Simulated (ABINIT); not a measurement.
## Completion of the band sum in GW: BN (P6_3/mmc)

Can a closure trick stand in for empty bands in GW on BN (P6_3/mmc)?

Method: PBE and many-body steps on it, plane waves, in ABINIT 10.8.3.

**1. The starting structure**

The structure is hexagonal, space group P6_3/mmc (No. 194). Conventional cell: a = 2.504 Å, b = 2.504 Å, c = 6.661 Å, α = 90.00°, β = 90.00°, γ = 120.00°. Nearest to B lie 3 N at 1.45 Å. Nearest to N lie 3 B at 1.45 Å. Farther neighbours, and contacts between anions beyond the nearest, are not listed.

The cell and positions come from the Crystallography Open Database and are kept as given unless a step says otherwise.

**2. Empty states on the mesh, 6×6×4 mesh, 123 bands**

This step: ABINIT 10.8.3; DFT, PBE, plane waves, norm-conserving pseudopotentials.

The sums over transitions need many empty states on a uniform mesh; this step solves for them.

The input, run.abi:

```
acell 3*1.0 Angstrom
rprim 
  2.503989999987 0.000000000003 0.000000000000
  -1.251994999996 2.168518950810 0.000000000000
  0.000000000000 0.000000000000 6.661200000000
ntypat 2
znucl 5 7
natom 4
typat 1 1 2 2
xred 
  0.333333333333 0.666666666667 0.250000000000
  0.666666666667 0.333333333333 0.750000000000
  0.333333333333 0.666666666667 0.750000000000
  0.666666666667 0.333333333333 0.250000000000
pp_dirpath "pseudos"
pseudos "B.upf, N.upf"
ecut 36
ngkpt 6 6 4
nshiftk 1
shiftk 0 0 0
kptopt 1
chksymbreak 0
irdden 1
istwfk *1
nband 123
prtvol 0
optdriver 6
gwr_task "HDIAGO"
paral_kgb 0
occopt 1
indata_prefix "in"
outdata_prefix "out"
tmpdata_prefix "tmp"
```

Launch:

```console
OMP_NUM_THREADS=1 mpirun -n 8 abinit run.abi > log
```

What it wrote:

```text
.Version 10.8.3 of ABINIT. v10.8.2 released Aug 2026.

 Symmetries : space group P6_3/m m c (#194); Bravais hP (primitive hexag.)
[... echo of the input left out ...]
== DATASET  1 ==================================================================
-   mpi_nproc: 8, omp_nthreads: 1 (-1 if OMP is not activated)

--- !DatasetInfo
iteration_state: {dtset: 1, }
dimensions: {natom: 4, nkpt: 21, mband: 123, nsppol: 1, nspinor: 1, nspden: 1, mpw: 2542, }
cutoff_energies: {ecut:  36.0, pawecutdg:  -1.0, }
[...]
Indirect band gap semiconductor
 Fundamental gap:     4.314 (eV)
   VBM:     2.782 (eV) at k: [ 3.3333E-01,  3.3333E-01,  5.0000E-01]
   CBM:     7.096 (eV) at k: [ 5.0000E-01,  0.0000E+00,  0.0000E+00]
 Direct gap:         4.670 (eV) at k: [ 3.3333E-01,  3.3333E-01,  5.0000E-01]

== END DATASET(S) ==============================================================
================================================================================

 -outvars: echo values of variables after computation  --------
           etotal      0.0000000000E+00
            nband         123
             nkpt          21
          spgroup         194
 [... the other variables as echoed above ...]

 Calculation completed.
```

Wall time 2 min (8 MPI ranks of Arm Neoverse V1, shared host); peak memory 3.2 GiB; 14 min of CPU time.

This step gave:

* gap: 4.314 eV
* k of the valence top: 0.3333, 0.3333, 0.5
* k of the conduction bottom: 0.5, 0, 0
* least direct gap: 4.670 eV
* k points computed: 21
* lowest point of the top converged band, above the valence top: 107.8822 eV

On this mesh the gap is 4.314 eV.

The density comes from a self-consistent run that is not shown.

**3. Screening, 6×6×4 mesh, 115 bands, screening to 190.5 eV**

The RPA dielectric matrix is built and inverted for each q.

This step: RPA screening on PBE, plane waves, norm-conserving pseudopotentials.

Edit run.abi of step 2 so:

```diff
@@ -22,10 +22,11 @@
 chksymbreak 0
-irdden 1
 istwfk *1
-nband 123
-prtvol 0
-optdriver 6
-gwr_task "HDIAGO"
-paral_kgb 0
 occopt 1
+irdwfk 1
+optdriver 3
+nband 115
+ecuteps 7
+inclvkb 2
+awtr 1
+symchi 1
 indata_prefix "in"
```

What it wrote:

```text
.Version 10.8.3 of ABINIT. v10.8.2 released Aug 2026.

 Symmetries : space group P6_3/m m c (#194); Bravais hP (primitive hexag.)
[... echo of the input left out ...]
== DATASET  1 ==================================================================
-   mpi_nproc: 8, omp_nthreads: 1 (-1 if OMP is not activated)

--- !DatasetInfo
iteration_state: {dtset: 1, }
dimensions: {natom: 4, nkpt: 21, mband: 115, nsppol: 1, nspinor: 1, nspden: 1, mpw: 2542, }
cutoff_energies: {ecut:  36.0, pawecutdg:  -1.0, }
electrons: {nelect:   1.60000000E+01, charge:   0.00000000E+00, occopt:   1.00000000E+00, tsmear:   1.00000000E-02, }

 SCREENING: Calculation of the susceptibility and dielectric matrices

 Based on a program developped by R.W. Godby, V. Olevano, G. Onida, and L. Reining.
 Incorporated in ABINIT by V. Olevano, G.-M. Rignanese, and M. Torrent.
.Using double precision arithmetic ; gwpc =  8

[... cell and pseudopotentials left out ...]
--------------------------------------------------------------------------------

 ==== K-mesh for the wavefunctions ====
 Number of points in the irreducible wedge :    21
[... list of points left out ...]
 Together with 24 symmetry operations and time-reversal symmetry
 yields   144 points in the full Brillouin Zone.

 ==== Q-mesh for the screening function ====
 Number of points in the irreducible wedge :    21
[... list of points left out ...]
 Together with 24 symmetry operations and time-reversal symmetry
 yields   144 points in the full Brillouin Zone.

 setmesh: FFT mesh size selected  =    15x   15x   50
          total number of points  =        11250

 vcoul_init : cutoff-mode = AUXILIARY_FUNCTION
 q-points for optical limit:   1
     1)      0.000010    0.000020    0.000030

- screening: taking advantage of time-reversal symmetry
- Maximum band index for partially occupied states nbvw = 8
- Remaining bands to be divided among processors   nbcw = 107
- Number of bands treated by each node ~13

 Number of electrons calculated from density =   16.0000; Expected =   16.0000
 average of density, n =  0.065550
 r_s =    1.5386
 omega_plasma =   24.6969 [eV]

 calculating chi0 at frequencies [eV] :
  1    0.000000E+00    0.000000E+00
  2    0.000000E+00    2.469694E+01

--------------------------------------------------------------------------------
  q-point number  1        q = ( 0.000000, 0.000000, 0.000000) [r.l.u.]
--------------------------------------------------------------------------------
[... chi0 elements left out ...]
 For q-point:  0.000010 0.000020 0.000030
  dielectric constant =   4.2250
  dielectric constant without local fields =   4.5496

  Average fulfillment of the sum rule on Im[epsilon] for q-point    1 :     86.86  [%]
[... wings left out ...]
  q-point number  2        q = ( 0.166667, 0.000000, 0.000000) [r.l.u.]
--------------------------------------------------------------------------------
[... chi0 elements left out ...]
  Average fulfillment of the sum rule on Im[epsilon] for q-point    2 :     91.97  [%]

 [... 19 further q-points ...]
```

It took 2 min on 8 MPI ranks; peak memory 1.4 GiB; 13 min of CPU time.

This step gave:

```yaml
eps_infinity_with_local_fields_on_this_mesh: 4.225
eps_infinity_without_local_fields_on_this_mesh: 4.550
plasma_frequency: 24.70 eV
plane_waves_in_the_screening_matrix: 213
```

Local fields lower ε∞ by 7 %. On a Γ-centred mesh this coarse the value itself is usually too large, while a short band sum pulls it down.

**4. 115 bands**

The self-energy is evaluated for the states that the input lists, and the quasiparticle equation is solved.

This step: G0W0 on PBE, plane waves, norm-conserving pseudopotentials.

Edit run.abi of step 3 so:

```diff
@@ -25,8 +25,19 @@
 irdwfk 1
-optdriver 3
+optdriver 4
 nband 115
+gwcalctyp 0
+ecutsigx 36
+symsigma 1
+nkptgw 3
+kptgw 
+  0.3333333333 0.3333333333 0.5000000000
+  0.5000000000 0.0000000000 0.0000000000
+  0.0000000000 0.0000000000 0.0000000000
+bdgw 
+  7 10
+  7 10
+  7 10
 ecuteps 7
-inclvkb 2
-awtr 1
-symchi 1
+irdscr 1
+ppmodel 1
 indata_prefix "in"
```

What it wrote:

```text
.Version 10.8.3 of ABINIT. v10.8.2 released Aug 2026.

 Symmetries : space group P6_3/m m c (#194); Bravais hP (primitive hexag.)
[... echo of the input left out ...]
== DATASET  1 ==================================================================
-   mpi_nproc: 8, omp_nthreads: 1 (-1 if OMP is not activated)

--- !DatasetInfo
iteration_state: {dtset: 1, }
dimensions: {natom: 4, nkpt: 21, mband: 115, nsppol: 1, nspinor: 1, nspden: 1, mpw: 2542, }
cutoff_energies: {ecut:  36.0, pawecutdg:  -1.0, }
electrons: {nelect:   1.60000000E+01, charge:   0.00000000E+00, occopt:   1.00000000E+00, tsmear:   1.00000000E-02, }

 SIGMA: Calculation of the GW corrections

 Based on a program developped by R.W. Godby, V. Olevano, G. Onida, and L. Reining.
 Incorporated in ABINIT by V. Olevano, G.-M. Rignanese, and M. Torrent.
.Using double precision arithmetic ; gwpc =  8

[... cell and pseudopotentials left out ...]
--------------------------------------------------------------------------------

 ==== K-mesh for the wavefunctions ====
 Number of points in the irreducible wedge :    21
[... list of points left out ...]
 Together with 24 symmetry operations and time-reversal symmetry
 yields   144 points in the full Brillouin Zone.

 ==== Q-mesh for screening function ====
 Number of points in the irreducible wedge :    21
[... list of points left out ...]
 Together with 24 symmetry operations and time-reversal symmetry
 yields   144 points in the full Brillouin Zone.

 vcoul_init : cutoff-mode = AUXILIARY_FUNCTION
 q-points for optical limit:   1
     1)      0.000010    0.000020    0.000030
 setmesh: FFT mesh size selected  =    24x   24x   72
          total number of points  =        41472

 Number of electrons calculated from density =   16.0000; Expected =   16.0000
 average of density, n =  0.065550
 r_s =    1.5386
 omega_plasma =   24.6969 [eV]

 === KS Band Gaps ===
  >>>> For spin  1
   Minimum direct gap =   4.6696 [eV], located at k-point      :   0.3333  0.3333  0.5000
   Fundamental gap    =   4.3142 [eV], Top of valence bands at :   0.3333  0.3333  0.5000
                                       Bottom of conduction at :   0.5000  0.0000  0.0000
 SIGMA fundamental parameters:
 PLASMON POLE MODEL  1
 number of plane-waves for SigmaX                 2481
 number of plane-waves for SigmaC and W            213
 number of plane-waves for wavefunctions          2481
 number of bands                                   115
 number of independent spin polarizations            1
 number of spinorial components                      1
 number of k-points in IBZ                          21
 number of q-points in IBZ                          21
 number of symmetry operations                      24
 number of k-points in BZ                          144
 number of q-points in BZ                          144
 number of frequencies for dSigma/dE                 9
 frequency step for dSigma/dE [eV]                0.25
 number of omega for Sigma on real axis              0
 max omega for Sigma on real axis  [eV]           0.00
 zcut for avoiding poles [eV]                     0.10

 EPSILON^-1 parameters (SCR file):
 dimension of the eps^-1 matrix on file            213
 dimension of the eps^-1 matrix used               213
 number of plane-waves for wavefunctions          2481
 number of bands                                   115
 number of q-points in IBZ                          21
 number of frequencies                               2
 number of real frequencies                          1
 number of imag frequencies                          1

 matrix elements of self-energy operator (all in [eV])

 Perturbative Calculation

--- !SelfEnergy_ee
iteration_state: {dtset: 1, }
kpoint     : [   0.333,    0.333,    0.500, ]
spin       : 1
KS_gap     :    4.670
QP_gap     :    6.242
Delta_QP_KS:    1.573
data: !SigmaeeData |
     Band     E0 <VxcDFT>   SigX SigC(E0)      Z dSigC/dE  Sig(E)    E-E0       E
        7   2.782 -16.630 -19.896   2.406   0.805  -0.242 -17.322  -0.691   2.090
        8   2.782 -16.630 -19.896   2.406   0.805  -0.242 -17.322  -0.691   2.090
        9   7.451 -10.920  -5.627  -4.234   0.832  -0.201 -10.039   0.881   8.333
       10   7.451 -10.920  -5.627  -4.234   0.832  -0.201 -10.039   0.881   8.333

--- !SelfEnergy_ee
iteration_state: {dtset: 1, }
kpoint     : [   0.500,    0.000,    0.000, ]
spin       : 1
KS_gap     :    4.750
QP_gap     :    6.271
Delta_QP_KS:    1.521
data: !SigmaeeData |
     Band     E0 <VxcDFT>   SigX SigC(E0)      Z dSigC/dE  Sig(E)    E-E0       E
        7   1.355 -14.859 -18.586   2.532   0.805  -0.242 -15.821  -0.963   0.392
        8   2.345 -16.389 -19.872   2.537   0.803  -0.245 -17.149  -0.759   1.586
[...]
--- !SelfEnergy_ee
iteration_state: {dtset: 1, }
kpoint     : [   0.000,    0.000,    0.000, ]
spin       : 1
KS_gap     :    6.581
QP_gap     :    7.832
Delta_QP_KS:    1.251
data: !SigmaeeData |
     Band     E0 <VxcDFT>   SigX SigC(E0)      Z dSigC/dE  Sig(E)    E-E0       E
[...]
8   1.476 -18.428 -22.714   3.144   0.812  -0.232 -19.355  -0.926   0.549
        9   8.056  -8.607  -4.485  -3.743   0.854  -0.171  -8.283   0.325   8.381
       10  13.045 -13.671  -7.109  -4.862   0.803  -0.245 -12.306   1.365  14.410

== END DATASET(S) ==============================================================
================================================================================

 -outvars: echo values of variables after computation  --------
           etotal      0.0000000000E+00
            nband         115
             nkpt          21
          spgroup         194
 [... the other variables as echoed above ...]

 Calculation completed.
```

The job ended after 30 s (8 MPI ranks; peak memory 1.6 GiB; 2.6 min of CPU time).

Read from the output:

* G0W0 gap on the mesh: 5.767 eV
* starting gap on the mesh: 4.314 eV
* k of the valence top: 0.3333, 0.3333, 0.5
* k of the conduction bottom: 0.5, 0, 0
* Z at the valence top: 0.805
* Z at the conduction bottom: 0.84
* least direct G0W0 gap on the computed points: 6.243 eV

The gap on the mesh goes from 4.31 eV to 5.77 eV, a correction of +1.45 eV.

**5. Screening, 6×6×4 mesh, 17 bands, screening to 190.5 eV**

This step: RPA screening on PBE, plane waves, norm-conserving pseudopotentials.

Edit run.abi of step 4 so:

```diff
@@ -25,19 +25,8 @@
 irdwfk 1
-optdriver 4
-nband 115
-gwcalctyp 0
-ecutsigx 36
-symsigma 1
-nkptgw 3
-kptgw 
-  0.3333333333 0.3333333333 0.5000000000
-  0.5000000000 0.0000000000 0.0000000000
-  0.0000000000 0.0000000000 0.0000000000
-bdgw 
-  7 10
-  7 10
-  7 10
+optdriver 3
+nband 17
 ecuteps 7
-irdscr 1
-ppmodel 1
+inclvkb 2
+awtr 1
+symchi 1
 indata_prefix "in"
```

What it wrote:

```text
.Version 10.8.3 of ABINIT. v10.8.2 released Aug 2026.

 Symmetries : space group P6_3/m m c (#194); Bravais hP (primitive hexag.)
[... echo of the input left out ...]
== DATASET  1 ==================================================================
-   mpi_nproc: 8, omp_nthreads: 1 (-1 if OMP is not activated)

--- !DatasetInfo
iteration_state: {dtset: 1, }
dimensions: {natom: 4, nkpt: 21, mband: 17, nsppol: 1, nspinor: 1, nspden: 1, mpw: 2542, }
cutoff_energies: {ecut:  36.0, pawecutdg:  -1.0, }
electrons: {nelect:   1.60000000E+01, charge:   0.00000000E+00, occopt:   1.00000000E+00, tsmear:   1.00000000E-02, }

 SCREENING: Calculation of the susceptibility and dielectric matrices

 Based on a program developped by R.W. Godby, V. Olevano, G. Onida, and L. Reining.
 Incorporated in ABINIT by V. Olevano, G.-M. Rignanese, and M. Torrent.
.Using double precision arithmetic ; gwpc =  8

[... cell and pseudopotentials left out ...]
--------------------------------------------------------------------------------

 ==== K-mesh for the wavefunctions ====
 Number of points in the irreducible wedge :    21
[... list of points left out ...]
 Together with 24 symmetry operations and time-reversal symmetry
 yields   144 points in the full Brillouin Zone.

 ==== Q-mesh for the screening function ====
 Number of points in the irreducible wedge :    21
[... list of points left out ...]
 Together with 24 symmetry operations and time-reversal symmetry
 yields   144 points in the full Brillouin Zone.

 setmesh: FFT mesh size selected  =    15x   15x   50
          total number of points  =        11250

 vcoul_init : cutoff-mode = AUXILIARY_FUNCTION
 q-points for optical limit:   1
     1)      0.000010    0.000020    0.000030

- screening: taking advantage of time-reversal symmetry
- Maximum band index for partially occupied states nbvw = 8
- Remaining bands to be divided among processors   nbcw = 9
- Number of bands treated by each node ~1

 Number of electrons calculated from density =   16.0000; Expected =   16.0000
 average of density, n =  0.065550
 r_s =    1.5386
 omega_plasma =   24.6969 [eV]

 calculating chi0 at frequencies [eV] :
  1    0.000000E+00    0.000000E+00
  2    0.000000E+00    2.469694E+01

--------------------------------------------------------------------------------
  q-point number  1        q = ( 0.000000, 0.000000, 0.000000) [r.l.u.]
--------------------------------------------------------------------------------
[... chi0 elements left out ...]
 For q-point:  0.000010 0.000020 0.000030
  dielectric constant =   4.1452
  dielectric constant without local fields =   4.4005

  Average fulfillment of the sum rule on Im[epsilon] for q-point    1 :     24.84  [%]
[... wings left out ...]
  q-point number  2        q = ( 0.166667, 0.000000, 0.000000) [r.l.u.]
--------------------------------------------------------------------------------
[... chi0 elements left out ...]
  Average fulfillment of the sum rule on Im[epsilon] for q-point    2 :     51.77  [%]

 [... 19 further q-points ...]
```

The job ended after 13 s (8 MPI ranks; peak memory 0.9 GiB).

This step gave:

```
ε∞ with local fields, on this mesh    : 4.145
ε∞ without local fields, on this mesh : 4.401
plasma frequency                      : 24.70 eV
plane waves in the screening matrix   : 213
```

(Continued in part 2 of 2.)

[Long decimals in the printed logs are rounded to 6 places.]

[Logs are printed without paths, hosts, clocks, repeated set-up lines and the standing remarks that a program may print on its own settings, such as how far it seeks lower states.]

[Paths, hosts, dates, memory and timing lines, banners, echoed tables and standing remarks are left out of the program output; an Ansatz launch command may be rebuilt from the run's recorded settings. Measured values are a selection of at most five: reports struck by readers or far from the other reports are left out. None is set beside runs whose start may be inverted or whose files or cutoffs have a known fault.]

[Runs of the session that timed out or met a known fault of the program may be left out.]

[Hosts, paths, dates, database ids (printed as entryN), source tags and the programs' standing remarks are cut or masked in the printed files.]

[G0W0 gaps are taken among the corrected bands and points alone; a level outside them can change the order at an edge.]

[Where Ansatz stands beside ABINIT at settings called matched, ABINIT's density can come from a denser mesh and the files from another edition; pairs whose starting gaps differed by over 0.03 eV were left out, so agreement reads better than it is.]
